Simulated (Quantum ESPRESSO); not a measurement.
# Work-function anisotropy of Al, part 3 of 6

Wanted: work functions of Al face by face, under two functionals.

Quantum ESPRESSO 7.5; plane-wave DFT, PBE, PseudoDojo norm-conserving pseudopotentials.

So far. Step 2 (Relaxation with pw.x of (111), PBE):  On the free atoms the largest force ends at 0.011 eV/Å. Step 6 (Electrostatic potential of (111)): On (111) the work function under LDA lies +0.16 eV from PBE's.

## Step 7: Relaxation with pw.x of (100), PBE

Level of this step: plane-wave DFT, PBE, GBRV ultrasoft pseudopotentials (Quantum ESPRESSO 7.5).

Contents of 100.relax.in:

```
&control
  prefix = '100.relax'
  outdir = './out'
  pseudo_dir = './pseudo'
  nstep = 40
  forc_conv_thr = 0.001
  calculation = 'relax'
/
&system
  ibrav = 0
  nat = 5
  ntyp = 1
  ecutwfc = 40
  ecutrho = 200
  occupations = 'smearing'
  smearing = 'mv'
  degauss = 0.02
/
&electrons
  conv_thr = 1e-07
  mixing_beta = 0.4
  electron_maxstep = 120
  mixing_mode = 'local-TF'
/
&ions
/
ATOMIC_SPECIES
  Al  26.9815  al_pbe_v1.uspp.F.UPF
CELL_PARAMETERS angstrom
  2.86378246380552 0.00000000000000 0.00000000000000
  0.00000000000000 2.86378246380552 0.00000000000000
  0.00000000000000 0.00000000000000 24.10000000000000
ATOMIC_POSITIONS crystal
  Al  0.000000000000 0.000000000000 0.331950207469
  Al  0.500000000000 0.500000000000 0.415975103734
  Al  0.000000000000 0.000000000000 0.500000000000 0 0 0
  Al  0.500000000000 0.500000000000 0.584024896266
  Al  0.000000000000 0.000000000000 0.668049792531
K_POINTS automatic
  10 10 1 0 0 0
```

Command:

```
> OMP_NUM_THREADS=1 mpirun -n 4 pw.x -nk 4 -in 100.relax.in > 100.relax.out
```

What it wrote:

```text
[banner, memory and clock lines left out]
Program PWSCF v.7.5 starts
[citation notice left out]

[...]
Message from routine setup:
[...]
bravais-lattice index     =            0
     lattice parameter (alat)  =       5.4118  a.u.
     unit-cell volume          =    1333.8092 (a.u.)^3
     number of atoms/cell      =            5
     number of atomic types    =            1
     number of electrons       =        15.00
     number of Kohn-Sham states=           12
     kinetic-energy cutoff     =      40.0000  Ry
     charge density cutoff     =     200.0000  Ry
     scf convergence threshold =      1.0E-07
     mixing beta               =       0.4000
     number of iterations used =            8  local-TF  mixing
     energy convergence thresh.=      1.0E-04
     force convergence thresh. =      1.0E-03
     Exchange-correlation= SLA  PW   PBE  PBE
                           (   1   4   3   4   0   0   0)
     nstep                     =           40

[...]
PseudoPot. # 1 for Al read from file:
     ./pseudo/al_pbe_v1.uspp.F.UPF
     Pseudo is Ultrasoft + core correction, Zval =  3.0
     Generated by new atomic code, or converted to UPF format
     Using radial grid of  893 points,  3 beta functions with:
                l(1) =   0
                l(2) =   1
                l(3) =   2
     Q(r) pseudized with  8 coefficients,  rinner =    0.900   0.900   0.900
                                                       0.900   0.900

     atomic species   valence    mass     pseudopotential
     Al                3.00    26.98150     Al( 1.00)

     16 Sym. Ops., with inversion, found

[...]
number of k points=    21  Marzari-Vanderbilt smearing, width (Ry)=  0.0200
[...]
Dense  grid:    63653 G-vectors     FFT dimensions: (  25,  25, 216)

     Smooth grid:    45579 G-vectors     FFT dimensions: (  24,  24, 192)

     Initial potential from superposition of free atoms

     starting charge      14.9877, renormalised to      15.0000

     negative rho (up, down):  1.646E-04 0.000E+00
     Starting wfcs are   20 randomized atomic wfcs

     per-process dynamical memory:    44.7 Mb

     Self-consistent Calculation

     iteration #  1     ecut=    40.00 Ry     beta= 0.40
     Davidson diagonalization with overlap
     ethr =  1.00E-02,  avg # of iterations =  3.0

     negative rho (up, down):  3.821E-06 0.000E+00

     total energy              =     -33.48479265 Ry
     estimated scf accuracy    <       0.36279495 Ry

     iteration #  2     ecut=    40.00 Ry     beta= 0.40
[...]
total energy              =     -33.45687815 Ry
     estimated scf accuracy    <       0.18730127 Ry

     iteration #  3     ecut=    40.00 Ry     beta= 0.40
[...]
total energy              =     -33.46862123 Ry
     estimated scf accuracy    <       0.00961657 Ry

     iteration #  4     ecut=    40.00 Ry     beta= 0.40
[...]
negative rho (up, down):  2.928E-04 0.000E+00

[...]
total energy              =     -33.46722430 Ry
     estimated scf accuracy    <       0.00574279 Ry

     iteration #  5     ecut=    40.00 Ry     beta= 0.40
[...]
negative rho (up, down):  2.709E-04 0.000E+00

[...]
total energy              =     -33.46786382 Ry
     estimated scf accuracy    <       0.00761567 Ry

     iteration #  6     ecut=    40.00 Ry     beta= 0.40
[...]
negative rho (up, down):  4.235E-05 0.000E+00

[...]
total energy              =     -33.46681999 Ry
     estimated scf accuracy    <       0.00509697 Ry

[...]
iteration # 12     ecut=    40.00 Ry     beta= 0.40
[...]
negative rho (up, down):  1.792E-04 0.000E+00

[...]
total energy              =     -33.46732969 Ry
     estimated scf accuracy    <       0.00001053 Ry

     iteration # 13     ecut=    40.00 Ry     beta= 0.40
[...]
negative rho (up, down):  2.089E-04 0.000E+00

[...]
total energy              =     -33.46733103 Ry
     estimated scf accuracy    <       0.00000197 Ry

     iteration # 14     ecut=    40.00 Ry     beta= 0.40
[...]
negative rho (up, down):  2.073E-04 0.000E+00

[...]
total energy              =     -33.46733129 Ry
     estimated scf accuracy    <       0.00000039 Ry

     iteration # 15     ecut=    40.00 Ry     beta= 0.40
[...]
negative rho (up, down):  2.065E-04 0.000E+00

[...]
End of self-consistent calculation

          k = 0.0000 0.0000 0.0000 (  5779 PWs)   bands (ev):

   -10.0125  -9.0492  -7.5640  -5.5765  -3.1031  -1.2487   1.8621   3.9510
     4.7936   5.8228   5.8253   6.6031

          k = 0.0000 0.1000 0.0000 (  5737 PWs)   bands (ev):

    -9.8322  -8.8698  -7.3860  -5.4003  -2.9283  -1.0802   2.0232   3.8503
     4.1081   4.7385   4.9759   5.9991

[...]
the Fermi energy is     0.8987 ev

!    total energy              =     -33.46733131 Ry
     estimated scf accuracy    <       0.00000003 Ry
     smearing contrib. (-TS)   =      -0.00154219 Ry
     internal energy E=F+TS    =     -33.46578912 Ry

     The total energy is F=E-TS. E is the sum of the following terms:
     one-electron contribution =    -231.55400069 Ry
     hartree contribution      =     119.37282885 Ry
     xc contribution           =     -21.23440502 Ry
     ewald contribution        =      99.94978774 Ry

     convergence has been achieved in  15 iterations

     negative rho (up, down):  2.065E-04 0.000E+00

     Forces acting on atoms (cartesian axes, Ry/au):

     atom    1 type  1   force =     0.00000000    0.00000000   -0.00461107
     atom    2 type  1   force =     0.00000000    0.00000000   -0.00331595
     atom    3 type  1   force =     0.00000000    0.00000000    0.00000000
     atom    4 type  1   force =     0.00000000    0.00000000    0.00331595
     atom    5 type  1   force =     0.00000000    0.00000000    0.00461107

     Total force =     0.008032     Total SCF correction =     0.000202

     BFGS Geometry Optimization
     Energy error            =      6.5E-05 Ry
     Gradient error          =      4.6E-03 Ry/Bohr

     number of scf cycles    =   1
     number of bfgs steps    =   0

     energy             new  =     -33.4673313062 Ry

     new trust radius        =       0.0046110717 bohr
     new conv_thr            =       0.0000001000 Ry

ATOMIC_POSITIONS (crystal)
Al               0.0000000000        0.0000000000        0.3318489596
Al               0.5000000000        0.5000000000        0.4159022935
Al               0.0000000000        0.0000000000        0.5000000000    0   0   0
Al               0.5000000000        0.5000000000        0.5840977065
Al               0.0000000000        0.0000000000        0.6681510404

[...]
NEW-OLD atomic charge density approx. for the potential

     negative rho (up, down):  2.069E-04 0.000E+00

     per-process dynamical memory:    62.6 Mb

[...]
!    total energy              =     -33.46739507 Ry
[...]
Total force =     0.007840     Total SCF correction =     0.000311
[...]
number of bfgs steps    =   1
[...]
energy             new  =     -33.4673950657 Ry
[...]
WARNING: bfgs curvature condition failed, Theta= 0.820
     new trust radius        =       0.0050721789 bohr
[...]
!    total energy              =     -33.46746335 Ry
[...]
Total force =     0.007614     Total SCF correction =     0.000006
[...]
number of bfgs steps    =   2
[...]
energy             new  =     -33.4674633542 Ry
[...]
new trust radius        =       0.0076082683 bohr
[...]
!    total energy              =     -33.46756195 Ry
[...]
Total force =     0.007286     Total SCF correction =     0.000032
[...]
number of bfgs steps    =   3
[...]
energy             new  =     -33.4675619468 Ry
[...]
new trust radius        =       0.0114124025 bohr
[...]
!    total energy              =     -33.46770150 Ry
[...]
Total force =     0.006794     Total SCF correction =     0.000010
[...]
number of bfgs steps    =   4
[...]
energy             new  =     -33.4677014989 Ry
[...]
new trust radius        =       0.0171186038 bohr
[...]
!    total energy              =     -33.46789240 Ry
[...]
Total force =     0.006066     Total SCF correction =     0.000011
[...]
number of bfgs steps    =   5
[...]
energy             new  =     -33.4678924032 Ry
[...]
new trust radius        =       0.0256779056 bohr
[...]
!    total energy              =     -33.46813831 Ry
[...]
Total force =     0.004993     Total SCF correction =     0.000045
[...]
number of bfgs steps    =   6
[...]
energy             new  =     -33.4681383093 Ry
[...]
new trust radius        =       0.0385168584 bohr
[...]
!    total energy              =     -33.46841743 Ry
[...]
Total force =     0.003398     Total SCF correction =     0.000017
[...]
number of bfgs steps    =   7
[...]
energy             new  =     -33.4684174346 Ry
[...]
new trust radius        =       0.0577752877 bohr
[...]
!    total energy              =     -33.46863482 Ry
[...]
Total force =     0.001052     Total SCF correction =     0.000013
[...]
number of bfgs steps    =   8
[...]
energy             new  =     -33.4686348195 Ry
[...]
new trust radius        =       0.0230798689 bohr
[...]
Self-consistent Calculation

     iteration #  1     ecut=    40.00 Ry     beta= 0.40
     Davidson diagonalization with overlap
     ethr =  1.00E-06,  avg # of iterations =  4.5

     negative rho (up, down):  1.874E-04 0.000E+00

     total energy              =     -33.46865506 Ry
     estimated scf accuracy    <       0.00013869 Ry

[...]
iteration #  9     ecut=    40.00 Ry     beta= 0.40
[...]
negative rho (up, down):  1.847E-04 0.000E+00

[...]
End of self-consistent calculation

          k = 0.0000 0.0000 0.0000 (  5779 PWs)   bands (ev):

    -9.7992  -8.9292  -7.4982  -5.5632  -3.1951  -1.3325   1.6450   3.8254
     4.7586   5.7611   5.7943   6.8348

          k = 0.0000 0.1000 0.0000 (  5737 PWs)   bands (ev):

    -9.6189  -8.7498  -7.3201  -5.3867  -3.0199  -1.1635   1.8107   3.9879
     4.0651   4.8607   4.9401   5.9714

[...]
the Fermi energy is     0.9510 ev

!    total energy              =     -33.46865352 Ry
     estimated scf accuracy    <          3.4E-10 Ry
     smearing contrib. (-TS)   =      -0.00145213 Ry
     internal energy E=F+TS    =     -33.46720139 Ry

     The total energy is F=E-TS. E is the sum of the following terms:
     one-electron contribution =    -222.64801645 Ry
     hartree contribution      =     114.93502539 Ry
     xc contribution           =     -21.18353966 Ry
     ewald contribution        =      95.42932933 Ry

     convergence has been achieved in   9 iterations

     negative rho (up, down):  1.847E-04 0.000E+00

     Forces acting on atoms (cartesian axes, Ry/au):

     atom    1 type  1   force =     0.00000000    0.00000000   -0.00016379
     atom    2 type  1   force =     0.00000000    0.00000000    0.00026967
     atom    3 type  1   force =     0.00000000    0.00000000    0.00000000
     atom    4 type  1   force =     0.00000000    0.00000000   -0.00026967
     atom    5 type  1   force =     0.00000000    0.00000000    0.00016379

     Total force =     0.000446     Total SCF correction =     0.000030
     Energy error            =      1.9E-05 Ry
     Gradient error          =      2.7E-04 Ry/Bohr

     bfgs converged in  10 scf cycles and   9 bfgs steps
     (criteria: energy <  1.0E-04 Ry, force <  1.0E-03 Ry/Bohr)

     End of BFGS Geometry Optimization

     Final energy             =     -33.4686535180 Ry

     File ./out/100.relax.bfgs deleted, as requested
Begin final coordinates

ATOMIC_POSITIONS (crystal)
Al               0.0000000000        0.0000000000        0.3277591142
Al               0.5000000000        0.5000000000        0.4130314944
Al               0.0000000000        0.0000000000        0.5000000000    0   0   0
Al               0.5000000000        0.5000000000        0.5869685056
Al               0.0000000000        0.0000000000        0.6722408858
End final coordinates

[...]
```

Run time: 76 s. Hardware: 4 MPI ranks of Intel Xeon Platinum 8488C (Sapphire Rapids), shared host; peak memory 0.41 GiB; 5.1 min of CPU time.

The steps of the relaxation:

```csv
step,energy less that of the first step (eV),largest force (eV/Å)
1,0.0000,0.1186
2,-0.0009,0.1157
3,-0.0018,0.1126
4,-0.0031,0.1080
5,-0.0050,0.1010
6,-0.0076,0.0907
7,-0.0110,0.0755
8,-0.0148,0.0529
9,-0.0177,0.0188
10,-0.0180,0.0069
```

The atoms that moved most (Å):

```csv
atom,dx,dy,dz,length
Al1,0.000,0.000,-0.101,0.101
Al5,0.000,0.000,0.101,0.101
Al4,0.000,0.000,0.071,0.071
Al2,0.000,0.000,-0.071,0.071
```

The relaxation lowers the energy by 4 meV an atom. On the free atoms the largest force ends at 0.007 eV/Å.

Numbers from this step:

```
free energy  : -455.3642 eV
Fermi energy : 0.951 eV
```

## Step 8: SCF with pw.x of (100), PBE

Level of this step: plane-wave DFT, PBE, PseudoDojo norm-conserving pseudopotentials (Quantum ESPRESSO 7.5).

Contents of 100.pbe.in:

```
&control
  prefix = '100.pbe'
  outdir = './out'
  pseudo_dir = './pseudo'
  calculation = 'scf'
  tprnfor = .true.
/
&system
  ibrav = 0
  nat = 5
  ntyp = 1
  ecutwfc = 32
  ecutrho = 128
  occupations = 'smearing'
  smearing = 'mv'
  degauss = 0.02
/
&electrons
  conv_thr = 1e-07
  mixing_beta = 0.4
  electron_maxstep = 120
  mixing_mode = 'local-TF'
/
ATOMIC_SPECIES
  Al  26.9815  Al.dojo-sr-pbe-0.4.1-standard.upf
CELL_PARAMETERS angstrom
  2.86378246380552 0.00000000000000 0.00000000000000
  0.00000000000000 2.86378246380552 0.00000000000000
  0.00000000000000 0.00000000000000 24.10000000000000
ATOMIC_POSITIONS crystal
  Al  0.000000000000 0.000000000000 0.327759114200
  Al  0.500000000000 0.500000000000 0.413031494400
  Al  0.000000000000 0.000000000000 0.500000000000
  Al  0.500000000000 0.500000000000 0.586968505600
  Al  0.000000000000 0.000000000000 0.672240885800
K_POINTS automatic
  10 10 1 0 0 0
```

Command:

```
> OMP_NUM_THREADS=1 mpirun -n 4 pw.x -nk 4 -in 100.pbe.in > 100.pbe.out
```

What it wrote:

```text
[banner, memory and clock lines left out]
Program PWSCF v.7.5 starts
[citation notice left out]

[...]
Message from routine setup:
[...]
bravais-lattice index     =            0
     lattice parameter (alat)  =       5.4118  a.u.
     unit-cell volume          =    1333.8092 (a.u.)^3
     number of atoms/cell      =            5
     number of atomic types    =            1
     number of electrons       =        15.00
     number of Kohn-Sham states=           12
     kinetic-energy cutoff     =      32.0000  Ry
     charge density cutoff     =     128.0000  Ry
     scf convergence threshold =      1.0E-07
     mixing beta               =       0.4000
     number of iterations used =            8  local-TF  mixing
     Exchange-correlation= PBE
                           (   1   4   3   4   0   0   0)

[...]
PseudoPot. # 1 for Al read from file:
     ./pseudo/Al.dojo-sr-pbe-0.4.1-standard.upf
     Pseudo is Norm-conserving + core correction, Zval =  3.0
     Generated using ONCVPSP code by D. R. Hamann
     Using radial grid of 1876 points,  6 beta functions with:
                l(1) =   0
                l(2) =   0
                l(3) =   1
                l(4) =   1
                l(5) =   2
                l(6) =   2

     atomic species   valence    mass     pseudopotential
     Al                3.00    26.98150     Al( 1.00)

     16 Sym. Ops., with inversion, found

[...]
number of k points=    21  Marzari-Vanderbilt smearing, width (Ry)=  0.0200
[...]
Dense  grid:    32657 G-vectors     FFT dimensions: (  20,  20, 180)

     Initial potential from superposition of free atoms

     starting charge      14.9878, renormalised to      15.0000

     negative rho (up, down):  2.604E-05 0.000E+00
     Starting wfcs are   20 randomized atomic wfcs

     per-process dynamical memory:    27.6 Mb

     Self-consistent Calculation

     iteration #  1     ecut=    32.00 Ry     beta= 0.40
     Davidson diagonalization with overlap
     ethr =  1.00E-02,  avg # of iterations =  3.2

     total energy              =     -23.11389932 Ry
     estimated scf accuracy    <       0.26653234 Ry

     iteration #  2     ecut=    32.00 Ry     beta= 0.40
[...]
total energy              =     -23.08657564 Ry
     estimated scf accuracy    <       0.16825322 Ry

     iteration #  3     ecut=    32.00 Ry     beta= 0.40
[...]
total energy              =     -23.10388716 Ry
     estimated scf accuracy    <       0.01394570 Ry

     iteration #  4     ecut=    32.00 Ry     beta= 0.40
[...]
total energy              =     -23.10369238 Ry
     estimated scf accuracy    <       0.00951069 Ry

     iteration #  5     ecut=    32.00 Ry     beta= 0.40
[...]
total energy              =     -23.10407984 Ry
     estimated scf accuracy    <       0.00554085 Ry

     iteration #  6     ecut=    32.00 Ry     beta= 0.40
[...]
total energy              =     -23.10336817 Ry
     estimated scf accuracy    <       0.00324617 Ry

[...]
iteration # 11     ecut=    32.00 Ry     beta= 0.40
[...]
negative rho (up, down):  7.840E-05 0.000E+00

[...]
total energy              =     -23.10365296 Ry
     estimated scf accuracy    <       0.00000497 Ry

     iteration # 12     ecut=    32.00 Ry     beta= 0.40
[...]
negative rho (up, down):  1.270E-05 0.000E+00

[...]
total energy              =     -23.10365373 Ry
     estimated scf accuracy    <       0.00000032 Ry

     iteration # 13     ecut=    32.00 Ry     beta= 0.40
[...]
negative rho (up, down):  1.003E-05 0.000E+00

[...]
total energy              =     -23.10365385 Ry
     estimated scf accuracy    <       0.00000010 Ry

     iteration # 14     ecut=    32.00 Ry     beta= 0.40
[...]
End of self-consistent calculation

          k = 0.0000 0.0000 0.0000 (  4039 PWs)   bands (ev):

    -9.7613  -8.8933  -7.4671  -5.5395  -3.1834  -1.3130   1.6513   3.8332
     4.7823   5.7763   5.8366   6.8856

          k = 0.0000 0.1000 0.0000 (  4027 PWs)   bands (ev):

    -9.5812  -8.7142  -7.2894  -5.3635  -3.0080  -1.1452   1.8170   3.9948
     4.0772   4.8741   4.9641   6.0122

[...]
the Fermi energy is     0.9622 ev

!    total energy              =     -23.10365394 Ry
     estimated scf accuracy    <          9.1E-10 Ry
     smearing contrib. (-TS)   =      -0.00145153 Ry
     internal energy E=F+TS    =     -23.10220241 Ry

     The total energy is F=E-TS. E is the sum of the following terms:
     one-electron contribution =    -222.89637727 Ry
     hartree contribution      =     114.91435204 Ry
     xc contribution           =     -10.54950653 Ry
     ewald contribution        =      95.42932935 Ry

     convergence has been achieved in  14 iterations

     Forces acting on atoms (cartesian axes, Ry/au):

     atom    1 type  1   force =     0.00000000    0.00000000    0.00005526
     atom    2 type  1   force =     0.00000000    0.00000000    0.00036370
     atom    3 type  1   force =     0.00000000    0.00000000    0.00000000
     atom    4 type  1   force =     0.00000000    0.00000000   -0.00036370
     atom    5 type  1   force =     0.00000000    0.00000000   -0.00005526

     Total force =     0.000520     Total SCF correction =     0.000032

[...]
```

It took 9.5 s on 4 MPI ranks; peak memory 0.29 GiB; 37 s of CPU time.

Read from the output:

```
free energy  : -314.3412 eV
Fermi energy : 0.9622 eV
```

(Part 3 of 6 ends here.)

[Logs are printed without paths, hosts, clocks, repeated set-up lines and the standing remarks that a program may print on its own settings, such as how far it seeks lower states.]

[Hosts, paths, dates, database ids (printed as entryN), source tags and the programs' standing remarks are cut or masked in the printed files.]

[Maps of the electrostatic potential energy from Ansatz leave out the sawtooth potential of an applied field or a dipole correction, so their vacuum need not be flat; planar profiles and work functions include it.]
